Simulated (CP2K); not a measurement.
Consider 4-fluorocarbonylpyridine at its PBE geometry (Å).

```xyz
13

O     2.7150   -1.2528    0.4383
C     2.1189   -0.2628    0.1168
F     2.8247    0.8759   -0.2347
C     0.6510   -0.0670    0.0336
C     0.0626    1.1529   -0.3223
C    -1.3332    1.2239   -0.3722
N    -2.1497    0.1903   -0.1007
C    -1.5643   -0.9731    0.2440
C    -0.1831   -1.1544    0.3270
H     0.6743    2.0219   -0.5547
H    -1.8239    2.1604   -0.6461
H    -2.2411   -1.8018    0.4630
H     0.2487   -2.1136    0.6081
```

Method: CP2K XAS_TDP, all-electron GAPW, PBEh(45%), aug-cc-pVDZ, TDA, no relativity.

**Question.** Where do the O K-edge lines lie, and how strong are they?

Leading lines: O1 526.87 eV. The leading line of an atom is its first one with 35 % of the strongest within 2.5 eV of its lowest line over the strength cut. 

The first six lines of each atom with a strength over 0.0015:

```
            atom  energy (eV)  states  strength, one atom
O1 (bonded to C)       526.87       1              0.0392
                       532.23       1              0.0040
                       533.19       1              0.0048
                       533.93       1              0.0034
                       534.57       1              0.0039
                       535.09       1              0.0034
```

Lines are vertical, at one geometry, with no vibrational structure. Without a correction of the core level, line positions, and the gaps between valence and Rydberg lines, follow the share of exact exchange. At this level such K lines come out 3 to 6 eV under measured ones. These values hold no scalar relativity, about 0.4 eV for O 1s. Rydberg lines, and the discretised continuum above threshold, depend on the basis and the box.

[Banner, clock and machine lines of the logs are left out without a mark of their own.]

[Logs are printed without paths, hosts, clocks, repeated set-up lines and the standing remarks that a program may print on its own settings, such as how far it seeks lower states.]

[Hosts, paths, dates, database ids (printed as entryN), source tags and the programs' standing remarks are cut or masked in the printed files.]
